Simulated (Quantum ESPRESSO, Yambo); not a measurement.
# BaTiO3 (P4mm): a self-consistent loop beyond G0W0, cycle by cycle, part 2 of 2

Wanted: G0W0 and self-consistent gaps of BaTiO3 (P4mm), with the cost of the cycles.

Quantum ESPRESSO 7.5 and Yambo 5.3.0; PBE and many-body steps on it, plane waves. Known limits of the many-body steps: not at the basis limit; no spin-orbit coupling; coarse k mesh.

So far. Step 4 (G0W0): The gap on the mesh goes from 1.84 eV to 3.34 eV, a correction of +1.49 eV. Step 5 (evGW0, cycle 1): Against G0W0 in Yambo (4×4×4 mesh, 87 bands, screening to 95.2 eV, Godby-Needs plasmon pole), the gap moves by +0.306 eV.

The database entry behind the starting cell differs from later determinations by our own check (c/a about 0.6 % short), so it need not match the best structure at ambient conditions.

### Step 6. evGW0, cycle 2

Level of this step: evGW0 on PBE, plane waves, norm-conserving pseudopotentials (Yambo).

The corrected levels of the last cycle go back in.

File gw3.in:

```
HF_and_locXC
gw0
dyson
ppa
em1d
rim_cut
RandQpts= 1000000
RandGvec= 1 RL
EXXRLvcs= 76 Ry
VXCRLvcs= 304 Ry
Chimod= "HARTREE"
% BndsRnXp
 1 | 87 |
%
NGsBlkXp= 7 Ry
% LongDrXp
 1 | 1 | 1 |
%
% GbndRnge
 1 | 87 |
%
DysSolver= "n"
ExtendOut
PPAPntXp= 27.21138 eV
% QPkrange
 1 | 18 | 11 | 27 |
%
GfnQPdb= "E < ./gw2_fix/ndb.QP"
```

Launch:

```
$ OMP_NUM_THREADS=1 mpirun -n 4 yambo -F gw3.in -J gw3,gw1_W -C gw3 > gw3.log
```

Output:

```text
 Yambo, version 5.3.0

 [02] CORE Variables Setup
 =========================

  [... cell, symmetries and grids as in the set-up ...]

  [02.05] Energies & Occupations
  ==============================

  [X] === General ===
  [X] Electronic Temperature                        :  0.000000  0.000000 [eV K]
  [X] Bosonic    Temperature                        :  0.000000  0.000000 [eV K]
  [X] Finite Temperature mode                       : no
  [X] El. density                                   :  0.62226E+24 [cm-3]
[...]
Sx RL components                                 :   4945

   QP @ state[ 1 ] K range                          :   1  18
   QP @ state[ 1 ] b range                          :  11  27
   GF energies kind                                 : Perdew, Burke & Ernzerhof(X)+Perdew, Burke & Ernzerhof(C)+ E < ./gw1/ndb.QP + @E Fit+ E < ./gw2_fix/
   GF WF`s kind                                     : Perdew, Burke & Ernzerhof(X)+Perdew, Burke & Ernzerhof(C)
   Xs energies kind                                 : Perdew, Burke & Ernzerhof(X)+Perdew, Burke & Ernzerhof(C)
   Xs WF`s kind                                     : Perdew, Burke & Ernzerhof(X)+Perdew, Burke & Ernzerhof(C)

 [13] Game Over & Game summary
```

Wall time 11 min (4 MPI ranks of Arm Neoverse V1, shared host); peak memory 2.7 GiB; 43 min of CPU time.

This step gave:

```yaml
quasiparticle_gap_on_the_mesh: 3.700 eV
gap_of_the_density_functional_on_the_mesh: 1.845 eV
k_of_the_valence_top: -0.5, -0.5, -0.5
k_of_the_conduction_bottom: 0, 0, 0
least_direct_quasiparticle_gap_on_the_computed_points: 4.041 eV
```

Against the cycle before, the gap moves by +0.058 eV.

The program's own table gives 4.055 eV, which is too large where the input levels are shifted: this version takes Σc at the unshifted level E₀, yet steps from the shifted one. The value above is the Newton step from E₀, E₀ + Z(Σc + Σx − Vxc), rebuilt from the printed columns.

### Step 7. evGW0, cycle 3

gw4.in, as its differences from gw3.in of step 6:

```diff
@@ -27,2 +27,2 @@
 %
-GfnQPdb= "E < ./gw2_fix/ndb.QP"
+GfnQPdb= "E < ./gw3_fix/ndb.QP"
```

Launch:

```
$ OMP_NUM_THREADS=1 mpirun -n 4 yambo -F gw4.in -J gw4,gw1_W -C gw4 > gw4.log
```

Output:

```text
 Yambo, version 5.3.0

 [02] CORE Variables Setup
 =========================

  [... cell, symmetries and grids as in the set-up ...]

  [02.05] Energies & Occupations
  ==============================

  [X] === General ===
  [X] Electronic Temperature                        :  0.000000  0.000000 [eV K]
  [X] Bosonic    Temperature                        :  0.000000  0.000000 [eV K]
  [X] Finite Temperature mode                       : no
  [X] El. density                                   :  0.62226E+24 [cm-3]
[...]
Sx RL components                                 :   4945

   QP @ state[ 1 ] K range                          :   1  18
   QP @ state[ 1 ] b range                          :  11  27
   GF energies kind                                 : Perdew, Burke & Ernzerhof(X)+Perdew, Burke & Ernzerhof(C)+ E < ./gw1/ndb.QP + @E Fit+ E < ./gw2_fix/
   GF WF`s kind                                     : Perdew, Burke & Ernzerhof(X)+Perdew, Burke & Ernzerhof(C)
   Xs energies kind                                 : Perdew, Burke & Ernzerhof(X)+Perdew, Burke & Ernzerhof(C)
   Xs WF`s kind                                     : Perdew, Burke & Ernzerhof(X)+Perdew, Burke & Ernzerhof(C)

 [13] Game Over & Game summary
```

The job ended after 11 min (4 MPI ranks; peak memory 2.7 GiB).

Numbers from this step:

```
quasiparticle gap on the mesh                         : 3.711 eV
gap of the density functional on the mesh             : 1.845 eV
k of the valence top                                  : -0.5, -0.5, -0.5
k of the conduction bottom                            : 0, 0, 0
least direct quasiparticle gap on the computed points : 4.052 eV
```

Against the cycle before, the gap moves by +0.011 eV.

The program's own table gives 4.076 eV, which is too large where the input levels are shifted: this version takes Σc at the unshifted level E₀, yet steps from the shifted one. The value above is the Newton step from E₀, E₀ + Z(Σc + Σx − Vxc), rebuilt from the printed columns.

### Step 8. evGW0, cycle 4

gw5.in, as its differences from gw4.in of step 7:

```diff
@@ -27,2 +27,2 @@
 %
-GfnQPdb= "E < ./gw3_fix/ndb.QP"
+GfnQPdb= "E < ./gw4_fix/ndb.QP"
```

Launch:

```
$ OMP_NUM_THREADS=1 mpirun -n 4 yambo -F gw5.in -J gw5,gw1_W -C gw5 > gw5.log
```

Output:

```text
 Yambo, version 5.3.0

 [02] CORE Variables Setup
 =========================

  [... cell, symmetries and grids as in the set-up ...]

  [02.05] Energies & Occupations
  ==============================

  [X] === General ===
  [X] Electronic Temperature                        :  0.000000  0.000000 [eV K]
  [X] Bosonic    Temperature                        :  0.000000  0.000000 [eV K]
  [X] Finite Temperature mode                       : no
  [X] El. density                                   :  0.62226E+24 [cm-3]
[...]
Sx RL components                                 :   4945

   QP @ state[ 1 ] K range                          :   1  18
   QP @ state[ 1 ] b range                          :  11  27
   GF energies kind                                 : Perdew, Burke & Ernzerhof(X)+Perdew, Burke & Ernzerhof(C)+ E < ./gw1/ndb.QP + @E Fit+ E < ./gw2_fix/
   GF WF`s kind                                     : Perdew, Burke & Ernzerhof(X)+Perdew, Burke & Ernzerhof(C)
   Xs energies kind                                 : Perdew, Burke & Ernzerhof(X)+Perdew, Burke & Ernzerhof(C)
   Xs WF`s kind                                     : Perdew, Burke & Ernzerhof(X)+Perdew, Burke & Ernzerhof(C)

 [13] Game Over & Game summary
```

Wall time 10 min (4 MPI ranks); peak memory 2.7 GiB.

Numbers from this step:

```yaml
quasiparticle_gap_on_the_mesh: 3.713 eV
gap_of_the_density_functional_on_the_mesh: 1.845 eV
k_of_the_valence_top: -0.5, -0.5, -0.5
k_of_the_conduction_bottom: 0, 0, 0
least_direct_quasiparticle_gap_on_the_computed_points: 4.054 eV
```

Against the cycle before, the gap moves by +0.002 eV.

The program's own table gives 4.080 eV, which is too large where the input levels are shifted: this version takes Σc at the unshifted level E₀, yet steps from the shifted one. The value above is the Newton step from E₀, E₀ + Z(Σc + Σx − Vxc), rebuilt from the printed columns.

### Step 9. evGW, cycle 1

This step: evGW on PBE, plane waves, norm-conserving pseudopotentials.

gw6.in, as its differences from gw5.in of step 8:

```diff
@@ -27,2 +27,3 @@
 %
-GfnQPdb= "E < ./gw4_fix/ndb.QP"
+GfnQPdb= "E < ./gw1/ndb.QP"
+XfnQPdb= "E < ./gw1/ndb.QP"
```

Launch:

```
$ OMP_NUM_THREADS=1 mpirun -n 4 yambo -F gw6.in -J gw6 -C gw6 > gw6.log
```

Output:

```text
 Yambo, version 5.3.0

 [02] CORE Variables Setup
 =========================

  [... cell, symmetries and grids as in the set-up ...]

  [02.05] Energies & Occupations
  ==============================

  [X] === General ===
  [X] Electronic Temperature                        :  0.000000  0.000000 [eV K]
  [X] Bosonic    Temperature                        :  0.000000  0.000000 [eV K]
  [X] Finite Temperature mode                       : no
  [X] El. density                                   :  0.62226E+24 [cm-3]
[...]
Sx RL components                                 :   4945

   QP @ state[ 1 ] K range                          :   1  18
   QP @ state[ 1 ] b range                          :  11  27
   GF energies kind                                 : Perdew, Burke & Ernzerhof(X)+Perdew, Burke & Ernzerhof(C)+ E < ./gw1/ndb.QP + @E Fit
   GF WF`s kind                                     : Perdew, Burke & Ernzerhof(X)+Perdew, Burke & Ernzerhof(C)
   Xs energies kind                                 : Perdew, Burke & Ernzerhof(X)+Perdew, Burke & Ernzerhof(C)
   Xs WF`s kind                                     : Perdew, Burke & Ernzerhof(X)+Perdew, Burke & Ernzerhof(C)

 [15] Game Over & Game summary
```

Elapsed: 12 min, on 4 MPI ranks; peak memory 2.8 GiB.

This step gave:

| Item | Value |
| --- | --- |
| quasiparticle gap on the mesh | 4.042 eV |
| gap of the density functional on the mesh | 1.845 eV |
| k of the valence top | -0.5, -0.5, -0.5 |
| k of the conduction bottom | 0, 0, 0 |
| least direct quasiparticle gap on the computed points | 4.363 eV |

Against G0W0 in Yambo (4×4×4 mesh, 87 bands, screening to 95.2 eV, Godby-Needs plasmon pole), the gap moves by +0.706 eV.

The program's own table gives 4.315 eV, which is too large where the input levels are shifted: this version takes Σc at the unshifted level E₀, yet steps from the shifted one. The value above is the Newton step from E₀, E₀ + Z(Σc + Σx − Vxc), rebuilt from the printed columns.

### Step 10. evGW, cycle 2

gw7.in, as its differences from gw6.in of step 9:

```diff
@@ -27,3 +27,3 @@
 %
-GfnQPdb= "E < ./gw1/ndb.QP"
-XfnQPdb= "E < ./gw1/ndb.QP"
+GfnQPdb= "E < ./gw6_fix/ndb.QP"
+XfnQPdb= "E < ./gw6_fix/ndb.QP"
```

Launch:

```
$ OMP_NUM_THREADS=1 mpirun -n 4 yambo -F gw7.in -J gw7 -C gw7 > gw7.log
```

Output:

```text
 Yambo, version 5.3.0

 [02] CORE Variables Setup
 =========================

  [... cell, symmetries and grids as in the set-up ...]

  [02.05] Energies & Occupations
  ==============================

  [X] === General ===
  [X] Electronic Temperature                        :  0.000000  0.000000 [eV K]
  [X] Bosonic    Temperature                        :  0.000000  0.000000 [eV K]
  [X] Finite Temperature mode                       : no
  [X] El. density                                   :  0.62226E+24 [cm-3]
[...]
Sx RL components                                 :   4945

   QP @ state[ 1 ] K range                          :   1  18
   QP @ state[ 1 ] b range                          :  11  27
   GF energies kind                                 : Perdew, Burke & Ernzerhof(X)+Perdew, Burke & Ernzerhof(C)+ E < ./gw1/ndb.QP + @E Fit+ E < ./gw6_fix/
   GF WF`s kind                                     : Perdew, Burke & Ernzerhof(X)+Perdew, Burke & Ernzerhof(C)
   Xs energies kind                                 : Perdew, Burke & Ernzerhof(X)+Perdew, Burke & Ernzerhof(C)
   Xs WF`s kind                                     : Perdew, Burke & Ernzerhof(X)+Perdew, Burke & Ernzerhof(C)

 [15] Game Over & Game summary
```

Wall time 12 min (4 MPI ranks); peak memory 2.8 GiB; 50 min of CPU time.

Numbers from this step:

- quasiparticle gap on the mesh: 4.296 eV
- gap of the density functional on the mesh: 1.845 eV
- k of the valence top: -0.5, -0.5, -0.5
- k of the conduction bottom: 0, 0, 0
- least direct quasiparticle gap on the computed points: 4.605 eV

Against the cycle before, the gap moves by +0.254 eV.

The program's own table gives 4.670 eV, which is too large where the input levels are shifted: this version takes Σc at the unshifted level E₀, yet steps from the shifted one. The value above is the Newton step from E₀, E₀ + Z(Σc + Σx − Vxc), rebuilt from the printed columns.

### Step 11. evGW, cycle 3

gw8.in, as its differences from gw7.in of step 10:

```diff
@@ -27,3 +27,3 @@
 %
-GfnQPdb= "E < ./gw6_fix/ndb.QP"
-XfnQPdb= "E < ./gw6_fix/ndb.QP"
+GfnQPdb= "E < ./gw7_fix/ndb.QP"
+XfnQPdb= "E < ./gw7_fix/ndb.QP"
```

Launch:

```
$ OMP_NUM_THREADS=1 mpirun -n 4 yambo -F gw8.in -J gw8 -C gw8 > gw8.log
```

Output:

```text
 Yambo, version 5.3.0

 [02] CORE Variables Setup
 =========================

  [... cell, symmetries and grids as in the set-up ...]

  [02.05] Energies & Occupations
  ==============================

  [X] === General ===
  [X] Electronic Temperature                        :  0.000000  0.000000 [eV K]
  [X] Bosonic    Temperature                        :  0.000000  0.000000 [eV K]
  [X] Finite Temperature mode                       : no
  [X] El. density                                   :  0.62226E+24 [cm-3]
[...]
Sx RL components                                 :   4945

   QP @ state[ 1 ] K range                          :   1  18
   QP @ state[ 1 ] b range                          :  11  27
   GF energies kind                                 : Perdew, Burke & Ernzerhof(X)+Perdew, Burke & Ernzerhof(C)+ E < ./gw1/ndb.QP + @E Fit+ E < ./gw6_fix/
   GF WF`s kind                                     : Perdew, Burke & Ernzerhof(X)+Perdew, Burke & Ernzerhof(C)
   Xs energies kind                                 : Perdew, Burke & Ernzerhof(X)+Perdew, Burke & Ernzerhof(C)
   Xs WF`s kind                                     : Perdew, Burke & Ernzerhof(X)+Perdew, Burke & Ernzerhof(C)

 [15] Game Over & Game summary
```

Elapsed: 13 min, on 4 MPI ranks; peak memory 2.8 GiB; 51 min of CPU time.

This step gave:

| Item | Value |
| --- | --- |
| quasiparticle gap on the mesh | 4.379 eV |
| gap of the density functional on the mesh | 1.845 eV |
| k of the valence top | -0.5, -0.5, -0.5 |
| k of the conduction bottom | 0, 0, 0 |
| least direct quasiparticle gap on the computed points | 4.685 eV |

Against the cycle before, the gap moves by +0.083 eV.

The program's own table gives 4.787 eV, which is too large where the input levels are shifted: this version takes Σc at the unshifted level E₀, yet steps from the shifted one. The value above is the Newton step from E₀, E₀ + Z(Σc + Σx − Vxc), rebuilt from the printed columns.

### Step 12. evGW, cycle 4

gw9.in, as its differences from gw8.in of step 11:

```diff
@@ -27,3 +27,3 @@
 %
-GfnQPdb= "E < ./gw7_fix/ndb.QP"
-XfnQPdb= "E < ./gw7_fix/ndb.QP"
+GfnQPdb= "E < ./gw8_fix/ndb.QP"
+XfnQPdb= "E < ./gw8_fix/ndb.QP"
```

Launch:

```
$ OMP_NUM_THREADS=1 mpirun -n 4 yambo -F gw9.in -J gw9 -C gw9 > gw9.log
```

Output:

```text
 Yambo, version 5.3.0

 [02] CORE Variables Setup
 =========================

  [... cell, symmetries and grids as in the set-up ...]

  [02.05] Energies & Occupations
  ==============================

  [X] === General ===
  [X] Electronic Temperature                        :  0.000000  0.000000 [eV K]
  [X] Bosonic    Temperature                        :  0.000000  0.000000 [eV K]
  [X] Finite Temperature mode                       : no
  [X] El. density                                   :  0.62226E+24 [cm-3]
[...]
Sx RL components                                 :   4945

   QP @ state[ 1 ] K range                          :   1  18
   QP @ state[ 1 ] b range                          :  11  27
   GF energies kind                                 : Perdew, Burke & Ernzerhof(X)+Perdew, Burke & Ernzerhof(C)+ E < ./gw1/ndb.QP + @E Fit+ E < ./gw6_fix/
   GF WF`s kind                                     : Perdew, Burke & Ernzerhof(X)+Perdew, Burke & Ernzerhof(C)
   Xs energies kind                                 : Perdew, Burke & Ernzerhof(X)+Perdew, Burke & Ernzerhof(C)
   Xs WF`s kind                                     : Perdew, Burke & Ernzerhof(X)+Perdew, Burke & Ernzerhof(C)

 [15] Game Over & Game summary
```

Wall time 13 min (4 MPI ranks); peak memory 2.8 GiB.

This step gave:

* quasiparticle gap on the mesh: 4.405 eV
* gap of the density functional on the mesh: 1.845 eV
* k of the valence top: -0.5, -0.5, -0.5
* k of the conduction bottom: 0, 0, 0
* least direct quasiparticle gap on the computed points: 4.709 eV

Against the cycle before, the gap moves by +0.026 eV.

The program's own table gives 4.824 eV, which is too large where the input levels are shifted: this version takes Σc at the unshifted level E₀, yet steps from the shifted one. The value above is the Newton step from E₀, E₀ + Z(Σc + Σx − Vxc), rebuilt from the printed columns.

### Step 13. evGW, cycle 5

gw10.in, as its differences from gw9.in of step 12:

```diff
@@ -27,3 +27,3 @@
 %
-GfnQPdb= "E < ./gw8_fix/ndb.QP"
-XfnQPdb= "E < ./gw8_fix/ndb.QP"
+GfnQPdb= "E < ./gw9_fix/ndb.QP"
+XfnQPdb= "E < ./gw9_fix/ndb.QP"
```

Launch:

```
$ OMP_NUM_THREADS=1 mpirun -n 4 yambo -F gw10.in -J gw10 -C gw10 > gw10.log
```

Output:

```text
 Yambo, version 5.3.0

 [02] CORE Variables Setup
 =========================

  [... cell, symmetries and grids as in the set-up ...]

  [02.05] Energies & Occupations
  ==============================

  [X] === General ===
  [X] Electronic Temperature                        :  0.000000  0.000000 [eV K]
  [X] Bosonic    Temperature                        :  0.000000  0.000000 [eV K]
  [X] Finite Temperature mode                       : no
  [X] El. density                                   :  0.62226E+24 [cm-3]
[...]
Sx RL components                                 :   4945

   QP @ state[ 1 ] K range                          :   1  18
   QP @ state[ 1 ] b range                          :  11  27
   GF energies kind                                 : Perdew, Burke & Ernzerhof(X)+Perdew, Burke & Ernzerhof(C)+ E < ./gw1/ndb.QP + @E Fit+ E < ./gw6_fix/
   GF WF`s kind                                     : Perdew, Burke & Ernzerhof(X)+Perdew, Burke & Ernzerhof(C)
   Xs energies kind                                 : Perdew, Burke & Ernzerhof(X)+Perdew, Burke & Ernzerhof(C)
   Xs WF`s kind                                     : Perdew, Burke & Ernzerhof(X)+Perdew, Burke & Ernzerhof(C)

 [15] Game Over & Game summary
```

It took 13 min on 4 MPI ranks; peak memory 2.8 GiB.

This step gave:

- quasiparticle gap on the mesh: 4.413 eV
- gap of the density functional on the mesh: 1.845 eV
- k of the valence top: -0.5, -0.5, -0.5
- k of the conduction bottom: 0, 0, 0
- least direct quasiparticle gap on the computed points: 4.717 eV

Against the cycle before, the gap moves by +0.008 eV.

The program's own table gives 4.835 eV, which is too large where the input levels are shifted: this version takes Σc at the unshifted level E₀, yet steps from the shifted one. The value above is the Newton step from E₀, E₀ + Z(Σc + Σx − Vxc), rebuilt from the printed columns.

### Step 14. Side by side

Times are wall times on 4 MPI ranks of Arm Neoverse V1, shared host, good to a factor of about two.

| run | mesh | bands | screening cutoff (eV) | DFT gap (eV) | gap on the mesh (eV) | direct (eV) | time |
| --- | --- | --- | --- | --- | --- | --- | --- |
| G0W0 | 4×4×4 | 87 | 95.2 | 1.845 | 3.336 | 3.682 | 12 min |
| evGW0, cycle 1 | 4×4×4 | 87 | 95.2 | 1.845 | 3.642 | 3.984 | 11 min |
| evGW0, cycle 2 | 4×4×4 | 87 | 95.2 | 1.845 | 3.700 | 4.041 | 11 min |
| evGW0, cycle 3 | 4×4×4 | 87 | 95.2 | 1.845 | 3.711 | 4.052 | 11 min |
| evGW0, cycle 4 | 4×4×4 | 87 | 95.2 | 1.845 | 3.713 | 4.054 | 10 min |
| evGW, cycle 1 | 4×4×4 | 87 | 95.2 | 1.845 | 4.042 | 4.363 | 12 min |
| evGW, cycle 2 | 4×4×4 | 87 | 95.2 | 1.845 | 4.296 | 4.605 | 12 min |
| evGW, cycle 3 | 4×4×4 | 87 | 95.2 | 1.845 | 4.379 | 4.685 | 13 min |
| evGW, cycle 4 | 4×4×4 | 87 | 95.2 | 1.845 | 4.405 | 4.709 | 13 min |
| evGW, cycle 5 | 4×4×4 | 87 | 95.2 | 1.845 | 4.413 | 4.717 | 13 min |

### Step 15. Outcome

- G0W0: 3.336 eV
- evGW0, cycle 1: 3.642 eV
- evGW0, cycle 2: 3.700 eV
- evGW0, cycle 3: 3.711 eV
- evGW0, cycle 4: 3.713 eV
- evGW, cycle 1: 4.042 eV
- evGW, cycle 2: 4.296 eV
- evGW, cycle 3: 4.379 eV
- evGW, cycle 4: 4.405 eV
- evGW, cycle 5: 4.413 eV
- known limits: not at the basis limit; no spin-orbit coupling; coarse k mesh

In words: evGW0 ends at 3.71 eV, +0.38 eV from G0W0, after 4 cycles that took 43 min beside the first screening; the last moved the gap by 0.002 eV. evGW ends at 4.41 eV, +1.08 eV from G0W0, after 5 cycles that took 64 min beside the first screening; the last moved the gap by 0.008 eV. Bands and cutoff are finite, so the gap is not at the basis limit. The miss can reach some tenths of an eV and take either sign; the mesh is an error of its own. The 4×4×4 mesh is coarse for this cell, which bears on the long-range parts of exchange and screening. The many-body steps are scalar-relativistic: spin-orbit coupling is not in them.

[Paths, hosts, dates, memory and timing lines, banners, echoed tables and standing remarks are left out of the program output.]

[Logs are printed without paths, hosts, clocks, repeated set-up lines and the standing remarks that a program may print on its own settings, such as how far it seeks lower states.]

[Runs of the session that timed out or met a known fault of the program may be left out.]

[Hosts, paths, dates, database ids (printed as entryN), source tags and the programs' standing remarks are cut or masked in the printed files.]
